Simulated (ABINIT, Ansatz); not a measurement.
## Sr2MgMoO6 (Fm-3m): G0W0 with ABINIT, start to end

Wanted: ground state, empty states, screening and self-energy for Sr2MgMoO6 (Fm-3m).

Method: LDA and many-body steps on it, plane waves, in ABINIT 10.8.3.

## 1. The starting structure

It takes space group Fm-3m (No. 225, cubic). Conventional cell: a = 8.003 Å, b = 8.003 Å, c = 8.003 Å, α = 90.00°, β = 90.00°, γ = 90.00°. Sr has 12 O at 2.83 Å nearest. Mg has 6 O at 2.06 Å nearest. Mo has 6 O at 1.94 Å nearest. O has 1 Mo at 1.94 Å and 1 Mg at 2.06 Å and 4 Sr at 2.83 Å nearest. Farther neighbours and most contacts between anions are not listed.

The cell and positions are those that the Materials Project relaxed with its own functionals (PBE, PBE+U or r2SCAN), kept fixed.

## 2. Ground state

This step: ABINIT 10.8.3; DFT, LDA, plane waves, norm-conserving pseudopotentials.

The ground-state density comes first.

run.abi

```
acell 3*1.0 Angstrom
rprim 
  0.000000000000 4.001502000000 4.001502000000
  4.001502000000 0.000000000000 4.001502000000
  4.001502000000 4.001502000000 -0.000000000000
ntypat 4
znucl 38 12 42 8
natom 10
typat 1 1 2 3 4 4 4 4 4 4
xred 
  0.250000000000 0.250000000000 0.250000000000
  0.750000000000 0.750000000000 0.750000000000
  0.500000000000 0.500000000000 0.500000000000
  -0.000000000000 0.000000000000 0.000000000000
  0.757256000000 0.242744000000 0.242744000000
  0.242744000000 0.757256000000 0.757256000000
  0.242744000000 0.757256000000 0.242744000000
  0.757256000000 0.242744000000 0.757256000000
  0.242744000000 0.242744000000 0.757256000000
  0.757256000000 0.757256000000 0.242744000000
pp_dirpath "pseudos"
pseudos "Sr.upf, Mg.upf, Mo.upf, O.upf"
ecut 38
ngkpt 4 4 4
nshiftk 1
shiftk 0 0 0
kptopt 1
chksymbreak 0
nband 49
occopt 1
tolvrs 1e-10
nstep 60
prtwf 0
optforces 0
optstress 0
indata_prefix "in"
outdata_prefix "out"
tmpdata_prefix "tmp"
```

On the command line:

```bash
OMP_NUM_THREADS=1 mpirun -n 4 abinit run.abi > log
```

Numbers of over 12 decimals in the logs are rounded to 6 here.

The log of the run:

```text
.Version 10.8.3 of ABINIT. v10.8.2 released Aug 2026.

 Symmetries : space group Fm -3 m (#225); Bravais cF (face-center cubic)
================================================================================
 Values of the parameters that define the memory need of the present run
     intxc =       0    ionmov =       0      iscf =       7    lmnmax =       6
     lnmax =       6     mgfft =      60  mpssoang =       3    mqgrid =    3001
     natom =      10  nloc_mem =       1    nspden =       1   nspinor =       1
    nsppol =       1      nsym =      48    n1xccc =    2501    ntypat =       4
    occopt =       1   xclevel =       1
-    mband =          49        mffmem =           1         mkmem =           2
       mpw =        9689          nfft =      216000          nkpt =           8
================================================================================
  Rough estimation (10% accuracy) of disk space for files :
================================================================================

--------------------------------------------------------------------------------
------------- Echo of variables that govern the present computation ------------
--------------------------------------------------------------------------------
 -outvars: echo values of preprocessed input variables --------
            acell      1.8897261259E+00  1.8897261259E+00  1.8897261259E+00 Bohr

      chksymbreak           0
             ecut      3.80000000E+01 Hartree
-          fftalg         312

              ixc       -1012
              kpt      0.00000000E+00  0.00000000E+00  0.00000000E+00
                       2.50000000E-01  0.00000000E+00  0.00000000E+00
                       5.00000000E-01  0.00000000E+00  0.00000000E+00
                       2.50000000E-01  2.50000000E-01  0.00000000E+00
                       5.00000000E-01  2.50000000E-01  0.00000000E+00
                      -2.50000000E-01  2.50000000E-01  0.00000000E+00
                       5.00000000E-01  5.00000000E-01  0.00000000E+00
                      -2.50000000E-01  5.00000000E-01  2.50000000E-01
         kptrlatt        4    0    0      0    4    0      0    0    4
          kptrlen      4.27756773E+01
P           mkmem           2
            natom          10
            nband          49
            ngfft          60      60      60
             nkpt           8
            nstep          60
             nsym          48
           ntypat           4
              occ      2.000000  2.000000  2.000000  2.000000  2.000000  2.000000
                       2.000000  2.000000  2.000000  2.000000  2.000000  2.000000
                       2.000000  2.000000  2.000000  2.000000  2.000000  2.000000
                       2.000000  2.000000  2.000000  2.000000  2.000000  2.000000
                       2.000000  2.000000  2.000000  2.000000  2.000000  2.000000
                       2.000000  2.000000  2.000000  2.000000  2.000000  2.000000
                       2.000000  2.000000  2.000000  2.000000  0.000000  0.000000
                       0.000000  0.000000  0.000000  0.000000  0.000000  0.000000
                       0.000000
        optforces           0
        optstress           0
            prtwf           0
            rprim      0.0000000000E+00  4.0015020000E+00  4.0015020000E+00
                       4.0015020000E+00  0.0000000000E+00  4.0015020000E+00
                       4.0015020000E+00  4.0015020000E+00 -0.0000000000E+00
          spgroup         225

           tolvrs      1.00000000E-10

             xred      2.5000000000E-01  2.5000000000E-01  2.5000000000E-01
                       7.5000000000E-01  7.5000000000E-01  7.5000000000E-01
[...]
znucl       38.00000   12.00000   42.00000    8.00000

================================================================================

 chkinp: Checking input parameters for consistency.

================================================================================
== DATASET  1 ==================================================================
-   mpi_nproc: 4, omp_nthreads: 1 (-1 if OMP is not activated)

--- !DatasetInfo
iteration_state: {dtset: 1, }
dimensions: {natom: 10, nkpt: 8, mband: 49, nsppol: 1, nspinor: 1, nspden: 1, mpw: 9689, }
cutoff_energies: {ecut:  38.0, pawecutdg:  -1.0, }
electrons: {nelect:   8.00000000E+01, charge:   0.00000000E+00, occopt:   1.00000000E+00, tsmear:   1.00000000E-02, }

 Real(R)+Recip(G) space primitive vectors, cartesian coordinates (Bohr,Bohr^-1):
 R(1)=  0.0000000  7.5617429  7.5617429  G(1)= -0.0661223  0.0661223  0.0661223
 R(2)=  7.5617429  0.0000000  7.5617429  G(2)=  0.0661223 -0.0661223  0.0661223
 R(3)=  7.5617429  7.5617429  0.0000000  G(3)=  0.0661223  0.0661223 -0.0661223
 Unit cell volume ucvol=  8.6476024E+02 bohr^3
 Angles (23,13,12)=  6.00000000E+01  6.00000000E+01  6.00000000E+01 degrees

 getcut: wavevector=  0.0000  0.0000  0.0000  ngfft=  60  60  60
         ecut(hartree)=     38.000   => boxcut(ratio)=   2.02189

--- Pseudopotential description ------------------------------------------------
- Sr Generated using ONCVPSP code by D. R. Hamann
- 38.00000  10.00000  180309                  znucl, zion, pspdat
12 -1012 2 -1 1812                            pspcod,pspxc,lmax,lloc,mmax
     nproj     2     2     2
  pspatm : epsatm=   12.22067766
[...]
--- l  ekb(1:nproj) -->
[...]
2   -1.033686
 pspatm: atomic psp has been read  and splines computed

   6.97626406E+03                                ecore*ucvol(ha*bohr**3)
--------------------------------------------------------------------------------

_setup2: Arith. and geom. avg. npw (full set) are    9674.922    9674.909

================================================================================

--- !BeginCycle
iteration_state: {dtset: 1, }
solver: {iscf: 7, nstep: 60, nline: 4, wfoptalg: 0, }
tolerances: {tolvrs: 1.00E-10, }

     iter   Etot(hartree)      deltaE(h)  residm     vres2
 ETOT  1  -296.32247074033    -2.963E+02 1.488E-01 7.870E+03
 ETOT  2  -290.10986291841     6.213E+00 4.829E-02 4.576E+04
 ETOT  3  -297.61535172733    -7.505E+00 3.390E-02 1.307E+03
 ETOT  4  -297.67200757460    -5.666E-02 7.016E-03 6.806E+02
 ETOT  5  -297.75990194000    -8.789E-02 5.678E-03 1.521E+01
 ETOT  6  -297.76066150120    -7.596E-04 5.041E-03 1.502E+01
 ETOT  7  -297.76239756787    -1.736E-03 1.041E-03 4.559E-01
 ETOT  8  -297.76243974050    -4.217E-05 9.249E-04 2.377E-03
 ETOT  9  -297.76244006735    -3.269E-07 3.507E-04 9.597E-05
 ETOT 10  -297.76244007696    -9.612E-09 4.594E-04 2.539E-05
 ETOT 11  -297.76244007912    -2.153E-09 3.476E-04 2.598E-06
 ETOT 12  -297.76244007938    -2.626E-10 5.218E-04 5.912E-10
 ETOT 13  -297.76244007940    -1.950E-11 2.487E-04 1.160E-10
 ETOT 14  -297.76244007941    -6.366E-12 4.986E-04 2.901E-12

 At SCF step   14       vres2   =  2.90E-12 < tolvrs=  1.00E-10 =>converged.

--- !ResultsGS
iteration_state: {dtset: 1, }
comment   : Summary of ground state results
lattice_vectors:
- [  0.0000000,   7.5617429,   7.5617429, ]
- [  7.5617429,   0.0000000,   7.5617429, ]
- [  7.5617429,   7.5617429,  -0.0000000, ]
lattice_lengths: [  10.69392,   10.69392,   10.69392, ]
lattice_angles: [ 60.000,  60.000,  60.000, ] # degrees, (23, 13, 12)
lattice_volume:   8.6476024E+02
convergence: {deltae: -6.366E-12, res2:  2.901E-12, residm:  4.986E-04, diffor:  0.000E+00, }
etotal    :  -2.97762440E+02
entropy   :   0.00000000E+00
fermie    :   2.14319133E-01
cartesian_stress_tensor: null
pressure_GPa: null
xred      :
- [  2.5000E-01,   2.5000E-01,   2.5000E-01, Sr]
- [  7.5000E-01,   7.5000E-01,   7.5000E-01, Sr]
- [  5.0000E-01,   5.0000E-01,   5.0000E-01, Mg]
- [  0.0000E+00,   0.0000E+00,   0.0000E+00, Mo]
- [  7.5726E-01,   2.4274E-01,   2.4274E-01,  O]
- [  2.4274E-01,   7.5726E-01,   7.5726E-01,  O]
- [  2.4274E-01,   7.5726E-01,   2.4274E-01,  O]
- [  7.5726E-01,   2.4274E-01,   7.5726E-01,  O]
- [  2.4274E-01,   2.4274E-01,   7.5726E-01,  O]
- [  7.5726E-01,   7.5726E-01,   2.4274E-01,  O]
cartesian_forces: null
force_length_stats: {min: null, max: null, mean: null, }

 Integrated electronic density in atomic spheres:
 ------------------------------------------------
 Atom  Sphere_radius  Integrated_density
[...]
================================================================================

 ----iterations are completed or convergence reached----

 Mean square residual over all n,k,spin=   33.550E-07; max=  49.863E-05
 reduced coordinates (array xred) for   10 atoms
[...]
0.242744000000      0.757256000000      0.757256000000
       0.242744000000      0.757256000000      0.242744000000
       0.757256000000      0.242744000000      0.757256000000
       0.242744000000      0.242744000000      0.757256000000
       0.757256000000      0.757256000000      0.242744000000
 rms dE/dt=  0.0000E+00; max dE/dt=  0.0000E+00; dE/dt below (all hartree)
    1       0.000000000000      0.000000000000      0.000000000000
    2       0.000000000000      0.000000000000      0.000000000000
    3       0.000000000000      0.000000000000      0.000000000000
    4       0.000000000000      0.000000000000      0.000000000000
    5       0.000000000000      0.000000000000      0.000000000000
    6       0.000000000000      0.000000000000      0.000000000000
    7       0.000000000000      0.000000000000      0.000000000000
    8       0.000000000000      0.000000000000      0.000000000000
    9       0.000000000000      0.000000000000      0.000000000000
   10       0.000000000000      0.000000000000      0.000000000000

 cartesian coordinates (angstrom) at end:
[...]
6      6.060323     4.001502     4.001502
    7      4.001502     1.942681     4.001502
    8      4.001502     6.060323     4.001502
    9      4.001502     4.001502     1.942681
   10      4.001502     4.001502     6.060323
 length scales=  1.889726125908  1.889726125908  1.889726125908 bohr
              =  1.000000000000  1.000000000000  1.000000000000 angstroms
 prteigrs : about to open file out_EIG
 Fermi (or HOMO) energy (hartree) =   0.21432   Average Vxc (hartree)=  -0.42294
 Eigenvalues (hartree) for nkpt=   8  k points:
 kpt#   1, nband= 49, wtk=  0.01563, kpt=  0.0000  0.0000  0.0000 (reduced coord)
  -2.41547   -2.05385   -1.21919   -1.21919   -1.21919   -1.10375   -1.10375   -1.10375
  -0.99173   -0.99010   -0.40914   -0.37645   -0.37645   -0.36065   -0.36065   -0.36065
  -0.33787   -0.33787   -0.33787   -0.33005   -0.33005   -0.33005    0.03453    0.06398
   0.06398    0.06398    0.06629    0.06629    0.10840    0.10840    0.10840    0.17343
   0.17343    0.17343    0.19559    0.19559    0.19559    0.21432    0.21432    0.21432
   0.29005    0.29005    0.29005    0.40416    0.40416    0.40987    0.45605    0.45605
   0.45605
 prteigrs : prtvol=0 or 1, do not print more k-points.

--- !EnergyTerms
iteration_state     : {dtset: 1, }
comment             : Components of total free energy in Hartree
kinetic             :  1.40111881816391E+02
hartree             :  6.96729227530672E+01
xc                  : -5.93769468345699E+01
Ewald energy        : -2.07113848834323E+02
psp_core            :  8.06728125796238E+00
local_psp           : -2.34096723362130E+02
non_local_psp       : -1.50270068758028E+01
total_energy        : -2.97762440079406E+02
total_energy_eV     : -8.10252876654649E+03
band_energy         : -3.07616140414711E+01

== END DATASET(S) ==============================================================
================================================================================

 -outvars: echo values of variables after computation  --------
           etotal     -2.9776244008E+02
            nband          49
             nkpt           8
          spgroup         225
 [... the other variables as echoed above ...]

 Calculation completed.
```

Wall time 2.2 min (4 MPI ranks of Arm Neoverse N1, shared host); peak memory 0.5 GiB; 8.7 min of CPU time.

Numbers from this step:

| Quantity | Value |
| --- | --- |
| total energy | -8102.5288 eV |
| gap | 1.888 eV |
| k of the valence top | 0, 0, 0 |
| k of the conduction bottom | 0.5, 0.5, 0 |
| least direct gap | 1.966 eV |

The gap is indirect, with the least direct gap 0.08 eV higher.

## 3. Empty states on the mesh, 2×2×2 mesh, 272 bands

The sums over transitions need many empty states on a uniform mesh; this step solves for them.

run.abi: that of step 2 with these lines changed.

```diff
@@ -23,3 +23,3 @@
 ecut 38
-ngkpt 4 4 4
+ngkpt 2 2 2
 nshiftk 1
@@ -28,9 +28,10 @@
 chksymbreak 0
-nband 49
-occopt 1
-tolvrs 1e-10
+iscf -2
+irdden 1
+istwfk *1
+nband 272
+nbdbuf 24
+tolwfr 1e-09
 nstep 60
-prtwf 0
-optforces 0
-optstress 0
+prtvol 0
 indata_prefix "in"
```

The log of the run:

```text
.Version 10.8.3 of ABINIT. v10.8.2 released Aug 2026.

 Symmetries : space group Fm -3 m (#225); Bravais cF (face-center cubic)
[... echo of the input left out ...]
== DATASET  1 ==================================================================
-   mpi_nproc: 4, omp_nthreads: 1 (-1 if OMP is not activated)
-    --> not optimal distribution: autoparal keyword recommended in input file <--

--- !DatasetInfo
iteration_state: {dtset: 1, }
dimensions: {natom: 10, nkpt: 3, mband: 272, nsppol: 1, nspinor: 1, nspden: 1, mpw: 9721, }
cutoff_energies: {ecut:  38.0, pawecutdg:  -1.0, }
electrons: {nelect:   8.00000000E+01, charge:   0.00000000E+00, occopt:   1.00000000E+00, tsmear:   1.00000000E-02, }

 Real(R)+Recip(G) space primitive vectors, cartesian coordinates (Bohr,Bohr^-1):
 R(1)=  0.0000000  7.5617429  7.5617429  G(1)= -0.0661223  0.0661223  0.0661223
 R(2)=  7.5617429  0.0000000  7.5617429  G(2)=  0.0661223 -0.0661223  0.0661223
 R(3)=  7.5617429  7.5617429  0.0000000  G(3)=  0.0661223  0.0661223 -0.0661223
 Unit cell volume ucvol=  8.6476024E+02 bohr^3
 Angles (23,13,12)=  6.00000000E+01  6.00000000E+01  6.00000000E+01 degrees

 getcut: wavevector=  0.0000  0.0000  0.0000  ngfft=  60  60  60
         ecut(hartree)=     38.000   => boxcut(ratio)=   2.02189

--- Pseudopotential description ------------------------------------------------
- Sr Generated using ONCVPSP code by D. R. Hamann
- 38.00000  10.00000  180309                  znucl, zion, pspdat
12 -1012 2 -1 1812                            pspcod,pspxc,lmax,lloc,mmax
     nproj     2     2     2
  pspatm : epsatm=   12.22067766
         --- l  ekb(1:nproj) -->
             0   10.067142    1.054393
             1    7.520551    1.675795
             2    4.085003    0.971115
 pspatm: atomic psp has been read  and splines computed

- Mg Generated using ONCVPSP code by D. R. Hamann
- 12.00000  10.00000  180309                  znucl, zion, pspdat
12 -1012 1 -1 1510                            pspcod,pspxc,lmax,lloc,mmax
     nproj     2     2     0
  pspatm : epsatm=    9.23542517
         --- l  ekb(1:nproj) -->
[...]
pspatm: atomic psp has been read  and splines computed

- Mo Generated using ONCVPSP code by D. R. Hamann
- 42.00000  14.00000  180309                  znucl, zion, pspdat
12 -1012 2 -1 1602                            pspcod,pspxc,lmax,lloc,mmax
     nproj     2     2     2
  pspatm : epsatm=   15.87300509
         --- l  ekb(1:nproj) -->
[...]
pspatm: atomic psp has been read  and splines computed

- O Generated using ONCVPSP code by D. R. Hamann
-  8.00000   6.00000  201201                  znucl, zion, pspdat
12 -1012 2 -1 926                             pspcod,pspxc,lmax,lloc,mmax
     nproj     2     2     1
  pspatm : epsatm=    6.27558587
         --- l  ekb(1:nproj) -->
[...]
2   -1.033686
[...]
-2.4155E+00 -2.0539E+00 -1.2192E+00 -1.2192E+00 -1.2192E+00 -1.1038E+00
 -1.1038E+00 -1.1038E+00 -9.9173E-01 -9.9010E-01 -4.0914E-01 -3.7645E-01
 -3.7645E-01 -3.6065E-01 -3.6065E-01 -3.6065E-01 -3.3787E-01 -3.3787E-01
[...]
2.9637E+00  2.9637E+00  2.9640E+00  2.9661E+00  2.9662E+00  2.9663E+00
  2.9811E+00  2.9812E+00  2.9819E+00  2.9921E+00  2.9924E+00  2.9947E+00
  2.9972E+00  3.0107E+00
 prteigrs : prtvol=0 or 1, do not print more k-points.

--- !ResultsGS
iteration_state: {dtset: 1, }
comment   : Summary of ground state results
lattice_vectors:
- [  0.0000000,   7.5617429,   7.5617429, ]
- [  7.5617429,   0.0000000,   7.5617429, ]
- [  7.5617429,   7.5617429,  -0.0000000, ]
lattice_lengths: [  10.69392,   10.69392,   10.69392, ]
lattice_angles: [ 60.000,  60.000,  60.000, ] # degrees, (23, 13, 12)
lattice_volume:   8.6476024E+02
convergence: {deltae:  0.000E+00, res2:  0.000E+00, residm:  9.963E-10, diffor:  0.000E+00, }
etotal    :  -2.97762440E+02
entropy   :   0.00000000E+00
fermie    :   2.14319133E-01
cartesian_stress_tensor: null
pressure_GPa: null
xred      :
- [  2.5000E-01,   2.5000E-01,   2.5000E-01, Sr]
- [  7.5000E-01,   7.5000E-01,   7.5000E-01, Sr]
- [  5.0000E-01,   5.0000E-01,   5.0000E-01, Mg]
- [  0.0000E+00,   0.0000E+00,   0.0000E+00, Mo]
- [  7.5726E-01,   2.4274E-01,   2.4274E-01,  O]
- [  2.4274E-01,   7.5726E-01,   7.5726E-01,  O]
- [  2.4274E-01,   7.5726E-01,   2.4274E-01,  O]
- [  7.5726E-01,   2.4274E-01,   7.5726E-01,  O]
- [  2.4274E-01,   2.4274E-01,   7.5726E-01,  O]
- [  7.5726E-01,   7.5726E-01,   2.4274E-01,  O]
cartesian_forces: null
force_length_stats: {min: null, max: null, mean: null, }

 Integrated electronic density in atomic spheres:
 ------------------------------------------------
 Atom  Sphere_radius  Integrated_density
[...]
================================================================================

 ----iterations are completed or convergence reached----

 Mean square residual over all n,k,spin=   36.870E-11; max=  99.631E-11
 reduced coordinates (array xred) for   10 atoms
[...]
0.242744000000      0.242744000000      0.757256000000
       0.757256000000      0.757256000000      0.242744000000

 cartesian coordinates (angstrom) at end:
    1      2.000751     2.000751     2.000751
    2      6.002253     6.002253     6.002253
    3      4.001502     4.001502     4.001502
[...]
9      4.001502     4.001502     1.942681
   10      4.001502     4.001502     6.060323
 length scales=  1.889726125908  1.889726125908  1.889726125908 bohr
              =  1.000000000000  1.000000000000  1.000000000000 angstroms
 prteigrs : about to open file out_EIG
 Eigenvalues (hartree) for nkpt=   3  k points:
 kpt#   1, nband=272, wtk=  0.12500, kpt=  0.0000  0.0000  0.0000 (reduced coord)
[...]
2.93936    2.93937    2.96373    2.96373    2.96397    2.96614    2.96620    2.96634
   2.98113    2.98122    2.98190    2.99213    2.99242    2.99475    2.99717    3.01068
 prteigrs : prtvol=0 or 1, do not print more k-points.

== END DATASET(S) ==============================================================
================================================================================

 -outvars: echo values of variables after computation  --------
            nband         272
             nkpt           3
          spgroup         225
 [... the other variables as echoed above ...]

 Calculation completed.
```

Run time: 4.8 min. Hardware: 4 MPI ranks; peak memory 0.44 GiB; 19 min of CPU time.

This step gave:

| Quantity | Value |
| --- | --- |
| gap | 1.888 eV |
| k of the valence top | 0, 0, 0 |
| k of the conduction bottom | 0.5, 0.5, 0 |
| least direct gap | 1.966 eV |
| k points computed | 3 |
| lowest point of the top converged band, above the valence top | 71.5363 eV |

On this mesh the gap is 1.888 eV.

(Part 1 of 2 ends here.)

[Paths, hosts, dates, memory and timing lines, banners, echoed tables and standing remarks are left out of the program output.]

[Logs are printed without paths, hosts, clocks, repeated set-up lines and the standing remarks that a program may print on its own settings, such as how far it seeks lower states.]

[Runs of the session that timed out or met a known fault of the program may be left out.]

[Hosts, paths, dates, database ids (printed as entryN), source tags and the programs' standing remarks are cut or masked in the printed files.]

[G0W0 gaps are taken among the corrected bands and points alone; a level outside them can change the order at an edge.]

[Where Ansatz stands beside ABINIT at settings called matched, ABINIT's density can come from a denser mesh and the files from another edition; pairs whose starting gaps differed by over 0.03 eV were left out, so agreement reads better than it is.]
